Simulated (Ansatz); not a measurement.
## BeCd (hypothetical, Pm-3m): thermal expansion from first principles

How much does BeCd (hypothetical) expand with temperature? The crystal structure is hypothetical: it was made by swapping elements on a known structure type.

Method: DFT PBE, scalar-relativistic, plane waves, PAW, in Ansatz 0.2.0.

**1. The structure**

It takes space group Pm-3m (No. 221, cubic). Conventional cell: a = 3.033 Å, b = 3.033 Å, c = 3.033 Å, α = 90.00°, β = 90.00°, γ = 90.00°. Be has 8 Cd at 2.63 Å nearest. Nearest to Cd lie 8 Be at 2.63 Å. Farther neighbours are not listed.

As a file:

```cif
data_structure
_symmetry_space_group_name_H-M 'P 1'
_symmetry_Int_Tables_number 1
_cell_length_a 3.0329
_cell_length_b 3.0329
_cell_length_c 3.0329
_cell_angle_alpha 90.000
_cell_angle_beta 90.000
_cell_angle_gamma 90.000
_cell_volume 27.90
loop_
_atom_site_label
_atom_site_type_symbol
_atom_site_fract_x
_atom_site_fract_y
_atom_site_fract_z
_atom_site_occupancy
Be1 Be 0.00000 0.00000 0.00000 1
Cd2 Cd 0.50000 0.50000 0.50000 1
```

**2. A first coarse run**

Before spending time, one coarse run tells the gap and the pressure of the starting cell.

input.yaml

```yaml
crystal:
  lattice:
    - [3.03292, 0.0, 0.0]
    - [0.0, 3.03292, 0.0]
    - [0.0, 0.0, 3.03292]
  atoms:
    - { symbol: Be, position: [0.0, 0.0, 0.0] }
    - { symbol: Cd, position: [0.5, 0.5, 0.5] }
kpoints:
  mp_grid: { grid: [6, 6, 6] }
hamiltonian:
  xc: pbe
scf:
  occupations: { method: gaussian, width: 0.1 }
output:
  forces: true
  stress: true
  eigenvalues: true
```

Command:

```bash
$ ansatz run input.yaml --threads 4 --pin off --max-ram 8192MiB --backend cpu --events-out ev --progress --plain --runs-dir out
```

Numbers of over 12 decimals in the logs are rounded to 6 here.

Output:

```text
Engine: ansatz 0.2.0, aarch64-unknown-linux-gnu
Pseudopotentials: kind: paw
Pseudopotential: Be, paw, valence charge 2, recommended cutoff 420 eV (normal), Be.paw.azcp
Pseudopotential: Cd, paw, valence charge 20, recommended cutoff 420 eV (normal), Cd.paw.azcp
Functional definition: PBE
  parameter kappa = 0.804
  parameter beta = 0.066725
  exchange = pbe_x(kappa = kappa, mu = beta*pi^2/3)
  correlation = pbe_c(beta = beta)
Crystal: 2 atoms, lattice volume = 27.899 Å³
Basis set: ecut = 420 eV, 515 PW (Γ), exchange–correlation on 48×48×48 points (8 copies of the dense FFT grid, shifted against one another)
Bands: 15, of which v1, the nominal top of the filled ones, is band 11 counted from 1 (10 counted from 0)
Symmetry: 48 space group operations
Space group: Pm-3m (ITA 221), of the structure as read, at distance tolerance 3.0e-5 Å
k-points: 20 of 216
Non-local potential: Be, projectors of the file, l = 0: 2, l = 1: 2, l = 2: 1
Non-local potential: Cd, projectors of the file, l = 0: 3, l = 1: 2, l = 2: 2, l = 3: 1
PAW form: soft (Blöchl's): semilocal exchange-correlation on the pseudo side does not see the compensation charge
PAW one-centre angular grid: Be, 110 points (default); XC on 64 Gauss nodes
PAW one-centre angular grid: Cd, 590 points (default); XC on 64 Gauss nodes
Initial density: superposition of atomic densities (neutral atoms: chi_scale 0, normalization atom), corrected by the library's trained network
Initial wavefunctions: pseudopotential atomic-orbital guess
Functional: x = pbe(κ = 0.804, μ = 0.219515), c = pbe(β = 0.066725)
SCF iter   1: F=—  HF=-8346.095282 eV  |F-HF|=—  |Δ(HF+E_count)|=         —  Δρ=1.82e-3  dr2=1.13e-3  ethr=1.77e-3  ⟨swp⟩=5.1  Hψ=1500  notcnv=0
preconditioner: auto → none  [insulator: Δε(μ)=0.140 eV  Ē_g=13.479 eV  σ=0.100 eV  W_gap=0.56  n_scr=6 (ndim 8)  ℏωp=26.3 eV  f_vac=0.000  D(μ)=0.89/eV (n_scr^D=6)  ε∞_Penn≈4.8]
SCF iter   2: F=—  HF=-8346.095185 eV  |F-HF|=—  |Δ(HF+E_count)|=   9.66e-5  Δρ=8.77e-4  dr2=1.73e-4  ethr=5.12e-6  ⟨swp⟩=2.4  Hψ=590  notcnv=0
SCF iter   3: F=—  HF=-8346.095171 eV  |F-HF|=—  |Δ(HF+E_count)|=   1.35e-5  Δρ=3.76e-4  dr2=2.67e-5  ethr=7.87e-7  ⟨swp⟩=2.6  Hψ=540  notcnv=0
SCF iter   4: F=—  HF=-8346.095150 eV  |F-HF|=—  |Δ(HF+E_count)|=   2.19e-5  Δρ=7.20e-5  dr2=8.26e-7  ethr=1.21e-7  ⟨swp⟩=2.3  Hψ=439  notcnv=0
iter 5 did not close the SCF: its close was put off for the readings that it lacked (scf_convergence_deferred on its scf_iter line)
SCF iter   5: F=-8346.095150 eV  HF=-8346.095150 eV  |F-HF|=8.69e-10  |Δ(HF+E_count)|=   3.77e-7  Δρ=6.50e-6  dr2=6.72e-9  ethr=3.76e-9  ⟨swp⟩=1.4  Hψ=349  notcnv=0
SCF iter   6: F=-8346.095150 eV  HF=-8346.095150 eV  |F-HF|=3.57e-10  |Δ(HF+E_count)|=  9.66e-10  Δρ=9.59e-7  dr2=4.42e-10  ethr=3.05e-11  ⟨swp⟩=2.3  Hψ=888  notcnv=0
SCF 1 converged in 6 iterations: F = -8346.095150 eV  dr2 = 4.42e-10
  greatest PAW one-centre occupation: 1.000 electrons in one spin orbital (limit 2), on the Cd atom at site 1 (counted from 0), in its partial waves of l = 0
SCF converged after 6 iterations
Free energy (F): -8346.095150 eV
Harris-Foulkes:  -8346.095150 eV  (|F-HF|=3.57e-10)
Internal energy: -8346.090629 eV  (E = F + TS)
E sigma→0 (E₀):  -8346.092889 eV
Entropy (-TS):   -0.004521 eV (-2.261 meV/atom)
Fermi energy:    14.922170 eV
--- Per-component energies (eV) ---
  E_band       = -390.573120
  E_kinetic    = 524.173058
  E_local      = -3220.331000  (includes V_loc(G=0)·N_el)
  E_nonlocal   = 35.305764
  E_hartree    = 1525.178456
  E_xc         = -197.326859
  E_vxc        = -243.712850  (∫ρ·V_xc dr)
  E_paw        = -4139.677156  (= ΣΔE_a)
  E_vpaw       = -536.363605  (= ΣTr[D̂ρ^β])
  E_aug_tail   = 0.000014  (compensation charges beyond the density's cutoff)
  E_ewald      = -2873.412905
  E_smearing   = -0.004521  (= −TS)
  E_closure    = 0.000000  (closes the sum)
  Σ components = -8346.095150   (vs F -8346.095150, Δ=0.00e0)
--- Forces (eV/Å), atoms counted from 1 ---
  atom   1  Be    -0.00000000     0.00000000     0.00000000
  atom   2  Cd     0.00000000    -0.00000000    -0.00000000
  max |Σ_I F_I| component: 8.75e-29 eV/Å
--- Stress (GPa, compression-positive) ---
        7.274761       0.000000       0.000000
        0.000000       7.274761       0.000000
        0.000000       0.000000       7.274761
  P = ⅓ Tr σ = 7.2748 GPa (72.748 kbar)
--- Band table (eV; the first three rows and the last of 20) ---
  k-point 0: bands = [... 7 lower, 5.3591, 5.3591, 5.3591, 17.3451, 17.3451, 17.3451, 23.5959, 23.5959]
  k-point 1: bands = [... 7 lower, 5.2319, 5.2319, 5.3702, 15.0711, 17.9297, 17.9297, 23.6360, 24.1934]
  k-point 2: bands = [... 7 lower, 4.9918, 5.3925, 6.0090, 11.5936, 19.4681, 19.4681, 23.7325, 24.4911]
  k-point 19: bands = [... 7 lower, 5.8226, 5.8226, 16.2777, 16.2777, 16.2777, 16.3603, 16.3603, 16.3603]
```

The job ended after 0.27 s (4 threads of Arm Neoverse V2, shared host; peak memory 0.27 GiB; 0.68 s of CPU time).

This step gave:

| Item | Value |
| --- | --- |
| pressure | 7.275 GPa |
| volume per atom | 13.95 Å³ |
| gap on the k-mesh | 0 eV |

The start is under 7.3 GPa at this level and looks like a metal on this mesh.

**3. Relaxation**

The vibrations must be taken about the equilibrium of this functional, not about the starting cell, so the structure is relaxed.

input.yaml, the sections that differ from step 2:

```yaml
kpoints:
  mp_grid: { grid: [14, 14, 14] }
relax:
  adjacent_minimum: "off"
  f_tol: 0.005
  max_steps: 80
  cell: { stress_tol: 0.05 }
# crystal, hamiltonian, scf, output: as in step 2
```

Output:

```text
[...]
Crystal: 2 atoms, lattice volume = 27.899 Å³
Basis set: ecut = 420 eV, 515 PW (Γ), exchange–correlation on 48×48×48 points (8 copies of the dense FFT grid, shifted against one another)
Bands: 15, of which v1, the nominal top of the filled ones, is band 11 counted from 1 (10 counted from 0)
Symmetry: 48 space group operations
[...]
k-points: 120 of 2744
[...]
SCF iter   1: F=—  HF=-8346.121897 eV  |F-HF|=—  |Δ(HF+E_count)|=         —  Δρ=1.50e-3  dr2=5.09e-4  ethr=1.77e-3  ⟨swp⟩=5.1  Hψ=9100  notcnv=0
[...]
SCF iter   6: F=-8346.121982 eV  HF=-8346.121982 eV  |F-HF|=1.88e-8  |Δ(HF+E_count)|=   5.71e-8  Δρ=6.68e-6  dr2=2.43e-8  ethr=4.55e-10  ⟨swp⟩=4.2  Hψ=5316  notcnv=0
SCF 1 converged in 6 iterations: F = -8346.121982 eV  dr2 = 2.43e-8
[...]
relax step   1: F+E_penalty+E_count = -8346.12198210 eV  Δ(F+E_penalty+E_count) = +0.000e0 eV  max|allowed force component| = 1.670e-29 eV/Å  Δτ_max = 0.0000 Å  P = +6.052 GPa  Ω = 27.899 Å³  (6 SCF iters, dr2 threshold 1.00e-7 eV, accepted)
Crystal: 2 atoms, lattice volume = 30.667 Å³
Basis set: ecut = 420 eV, 619 PW (Γ), exchange–correlation on 48×48×48 points (8 copies of the dense FFT grid, shifted against one another)
[...]
iter 1 solved again at ethr=1.93e-4 eV; its pass at ethr=3.10e-3 eV (dr2=4.24e-2 eV) is discarded
[...]
SCF iter   5: F=-8346.150924 eV  HF=-8346.150924 eV  |F-HF|=5.84e-10  |Δ(HF+E_count)|=   3.53e-6  Δρ=1.34e-5  dr2=2.00e-8  ethr=9.09e-10  ⟨swp⟩=6.2  Hψ=9378  notcnv=0
SCF 2 converged in 5 iterations: F = -8346.150924 eV  dr2 = 2.00e-8
relax step   2: F+E_penalty+E_count = -8346.15092387 eV  Δ(F+E_penalty+E_count) = -2.894e-2 eV  max|allowed force component| = 1.703e-29 eV/Å  Δτ_max = 0.0000 Å  P = -1.850 GPa  Ω = 30.667 Å³  energy of the carried Pulay correction = -1.082e-3 eV  (5 SCF iters, dr2 threshold 2.00e-7 eV, accepted)
Crystal: 2 atoms, lattice volume = 29.971 Å³
Basis set: ecut = 420 eV, 587 PW (Γ), exchange–correlation on 48×48×48 points (8 copies of the dense FFT grid, shifted against one another)
[...]
SCF iter   5: F=-8346.155799 eV  HF=-8346.155799 eV  |F-HF|=3.73e-10  |Δ(HF+E_count)|=   1.95e-7  Δρ=2.99e-6  dr2=1.23e-9  ethr=7.61e-10  ⟨swp⟩=2.0  Hψ=6637  notcnv=0
SCF 3 converged in 5 iterations: F = -8346.155799 eV  dr2 = 1.23e-9
relax step   3: F+E_penalty+E_count = -8346.15579892 eV  Δ(F+E_penalty+E_count) = -4.875e-3 eV  max|allowed force component| = 4.174e-30 eV/Å  Δτ_max = 0.0000 Å  P = -0.242 GPa  Ω = 29.971 Å³  energy of the carried Pulay correction = -8.199e-4 eV  (5 SCF iters, dr2 threshold 2.00e-7 eV, accepted)
[...]
relax step   4: F+E_penalty+E_count = -8346.15590927 eV  Δ(F+E_penalty+E_count) = -1.104e-4 eV  max|allowed force component| = 2.117e-29 eV/Å  Δτ_max = 0.0000 Å  P = -0.008 GPa  Ω = 29.876 Å³  energy of the carried Pulay correction = -7.836e-4 eV  (4 SCF iters, dr2 threshold 1.46e-7 eV, accepted)
[...]
SCF iter   6: F=-8346.156646 eV  HF=-8346.156646 eV  |F-HF|=0.00e0  |Δ(HF+E_count)|=  5.46e-11  Δρ=2.02e-8  dr2=5.92e-14  ethr=1.00e-12  ⟨swp⟩=4.8  Hψ=5991  notcnv=0
SCF 5 converged in 6 iterations: F = -8346.156646 eV  dr2 = 5.92e-14
relax step   5: F+E_penalty+E_count = -8346.15664606 eV  Δ(F+E_penalty+E_count) = -7.368e-4 eV  max|allowed force component| = 3.810e-29 eV/Å  Δτ_max = 0.0000 Å  P = -0.016 GPa  Ω = 29.876 Å³  stress off target by 1.62e-2 GPa  SCF on the basis re-selected at this cell (its energy is not comparable with the rows above)  (6 SCF iters)
basis re-selected at this cell: Δ(F+E_penalty+E_count) = -7.368e-4 eV, ΔP = -0.009 GPa vs the last step (what re-selecting the basis moved, of the pressure what is left beyond the Pulay correction that the steps carried, after the strain that the cell walked since its last selection, with what the two solves' SCF thresholds leave and, on support functions, any second-order correction that the steps lacked; it is no m [...]
SCF converged after 6 iterations
Free energy (F): -8346.156646 eV
[...]
Internal energy: -8346.153223 eV  (E = F + TS)
E sigma→0 (E₀):  -8346.154935 eV
Entropy (-TS):   -0.003423 eV (-1.711 meV/atom)
Fermi energy:    13.507938 eV
[...]
--- Stress (GPa, compression-positive) ---
       -0.016218      -0.000000       0.000000
       -0.000000      -0.016218      -0.000000
        0.000000      -0.000000      -0.016218
  P = ⅓ Tr σ = -0.0162 GPa (-0.162 kbar)
--- Band table (eV; the first three rows and the last of 120) ---
  k-point 0: bands = [... 7 lower, 4.2839, 4.2839, 4.2839, 16.1048, 16.1048, 16.1048, 22.0801, 22.0801]
  k-point 1: bands = [... 7 lower, 4.2622, 4.2622, 4.2857, 15.5641, 16.2068, 16.2068, 22.0960, 22.2356]
  k-point 2: bands = [... 7 lower, 4.2023, 4.2023, 4.2910, 14.3437, 16.5064, 16.5064, 22.1427, 22.2840]
  k-point 119: bands = [... 7 lower, 4.6897, 4.6897, 14.9762, 14.9762, 14.9762, 15.1629, 15.1629, 15.1629]
--- Relaxed structure (4 steps of the walk, 4 accepted, 1 SCFs on fresh bases) ---
  F+E_penalty+E_count = -8346.15664606 eV   max|allowed force component| = 3.810e-29 eV/Å   (the final SCF, on the basis selected at the relaxed cell)
  cell:  # Å, volume = 29.8757 Å³
    - [3.102936, 0, 0]
    - [0, 3.102936, 0]
    - [0, 0, 3.102936]
  atoms:
    - { symbol: Be, position: [0, 0, 0] }
    - { symbol: Cd, position: [0.500000, 0.500000, 0.500000] }
```

The job ended after 3.5 s (4 threads; peak memory 0.36 GiB; 13 s of CPU time).

Relaxation path:

```tsv
step	energy less that of the first step (eV)	largest force component (eV/Å)	pressure (GPa)	volume (Å³)
1	0.0000	0.0000	6.05	27.90
2	-0.0289	0.0000	-1.85	30.67
3	-0.0338	0.0000	-0.24	29.97
4	-0.0339	0.0000	-0.01	29.88
5*	-0.0347	0.0000	-0.02	29.88
```

Relaxation steps marked * repeat the geometry before them on a plane-wave basis chosen anew for their cell, so energy and pressure can jump there.

The run keeps the 48 symmetry operations that it works with, so distortions that break them were not tested.

```tsv
conventional cell, symmetrised	before	after	change
a (Å)	3.033	3.103	+2.3 %
b (Å)	3.033	3.103	+2.3 %
c (Å)	3.033	3.103	+2.3 %
volume (Å³/atom)	13.95	14.94	+7.1 %
```

The relaxed structure:

```xyz
2
Lattice="3.1029 0.0000 0.0000 0.0000 3.1029 0.0000 0.0000 0.0000 3.1029" Properties=species:S:1:pos:R:3 pbc="T T T"
Be    0.0000    0.0000    0.0000
Cd    1.5515    1.5515    1.5515
```

This step gave:

```yaml
pressure: -0.01622 GPa
volume_per_atom: 14.94 Å³
```

The relaxation ends with a pressure of -0.02 GPa.

**4. Tight relaxation**

The relaxation is repeated with tighter thresholds on force and stress, since phonons are sensitive to what is left; a change of mesh or smearing in the input moves the cell too.

input.yaml

```yaml
crystal:
  lattice:
    - [3.1029361461, 0.0, 0.0]
    - [0.0, 3.1029361461, 0.0]
    - [0.0, 0.0, 3.1029361461]
  atoms:
    - { symbol: Be, position: [0.0, 0.0, 0.0] }
    - { symbol: Cd, position: [0.5, 0.5, 0.5] }
kpoints:
  mp_grid: { grid: [16, 16, 16] }
hamiltonian:
  xc: pbe
scf:
  occupations: { method: methfessel_paxton, width: 0.15 }
output:
  forces: true
  stress: true
  eigenvalues: true
relax:
  adjacent_minimum: "off"
  f_tol: 0.001
  max_steps: 60
  cell: { stress_tol: 0.01 }
```

Output:

```text
[...]
Crystal: 2 atoms, lattice volume = 29.876 Å³
Basis set: ecut = 420 eV, 587 PW (Γ), exchange–correlation on 48×48×48 points (8 copies of the dense FFT grid, shifted against one another)
Bands: 15, of which v1, the nominal top of the filled ones, is band 11 counted from 1 (10 counted from 0)
Symmetry: 48 space group operations
[...]
k-points: 165 of 4096
[...]
k-point 164: bands = [... 7 lower, 4.6318, 4.6318, 14.8947, 14.8947, 14.8947, 15.0912, 15.0912, 15.0912]
--- Relaxed structure (3 steps of the walk, 3 accepted, 1 SCFs on fresh bases) ---
[...]
cell:  # Å, volume = 30.0071 Å³
    - [3.107478, 0, 0.0]
    - [0, 3.107478, 0]
    - [0.0, 0, 3.107478]
  atoms:
    - { symbol: Be, position: [0, 0, 0] }
    - { symbol: Cd, position: [0.5, 0.5, 0.5] }
[key lines of the parts left out:]
SCF converged after 5 iterations
Free energy (F): -8346.152886 eV
Fermi energy:    13.500727 eV
P = ⅓ Tr σ = -0.0018 GPa (-0.018 kbar)
```

Run time: 3.6 s. Hardware: 4 threads; peak memory 0.38 GiB; 13 s of CPU time.

The steps of the relaxation:

```tsv
step	energy less that of the first step (eV)	largest force component (eV/Å)	pressure (GPa)	volume (Å³)
1	0.0000	0.0000	0.32	29.88
2	0.0000	0.0000	-0.16	30.07
3	-0.0001	0.0000	0.00	30.01
4*	-0.0001	0.0000	0.00	30.01
```

Relaxation steps marked * repeat the geometry before them on a plane-wave basis chosen anew for their cell, so energy and pressure can jump there.

Forces are held to the 48 operations that the run works with; a distortion that breaks them can't arise in this run.

```tsv
conventional cell, symmetrised	before	after	change
a (Å)	3.103	3.107	+0.1 %
b (Å)	3.103	3.107	+0.1 %
c (Å)	3.103	3.107	+0.1 %
volume (Å³/atom)	14.94	15.00	+0.4 %
```

Final coordinates:

```xyz
2
Lattice="3.1075 0.0000 0.0000 0.0000 3.1075 0.0000 0.0000 0.0000 3.1075" Properties=species:S:1:pos:R:3 pbc="T T T"
Be    0.0000    0.0000    0.0000
Cd    1.5537    1.5537    1.5537
```

This step gave:

| Property | Result |
| --- | --- |
| pressure | -0.001764 GPa |
| volume per atom | 15.00 Å³ |

The residual pressure is -0.0018 GPa, small enough for phonons.

**5. A faulty attempt**

This input was changed on purpose, to see how the program answers.

input.yaml

```yaml
crystal:
  lattice:
    - [3.1074779521, 0.0, 0.0]
    - [0.0, 3.1074779521, 0.0]
    - [0.0, 0.0, 3.1074779521]
  atoms:
    - { symbol: Be, position: [0.0, 0.0, 0.0] }
    - { symbol: Cd, position: [0.5, 0.5, 0.5] }
kpoints:
  mp_grid: { grid: [16, 16, 16] }
hamiltonian:
  xc: pbe
scf:
  occupations: { method: methfessel_paxton, width: 0.15 }
  max_iter: 80
output:
  eigenvalues: true
phonons:
  method: dfpt
  qmesh: [4, 4, 4]
  thermal_expansion: "~"
```

Output:

```text
Error: YAML parse error: error: line 21 column 22: expected mapping start
  --> <input>:21:22
   |
19 |   method: dfpt
20 |   qmesh: [4, 4, 4]
21 |   thermal_expansion: "~"
   |                      ^ expected mapping start
```

The job ended after 0.02 s (4 threads; peak memory 0.022 GiB).

The program refused the input before any cycle.

The program's message: “Error: YAML parse error: error: line 21 column 22: expected mapping start
  --> <input>:21:22
   |
19 |   method: dfpt
20 |   qmesh: [4, 4, 4]
21 |   thermal_expansion: "~"
   |                      ^ …”

The fault put into the input: a string where a block is expected.

(Part 1 of 3 ends here.)

[Logs are printed without paths, hosts, clocks, repeated set-up lines and the standing remarks that a program may print on its own settings, such as how far it seeks lower states.]

[Hosts, paths, dates, database ids (printed as entryN), source tags and the programs' standing remarks are cut or masked in the printed files.]

[A step with changed settings may run another functional than the one named; its input shows which.]
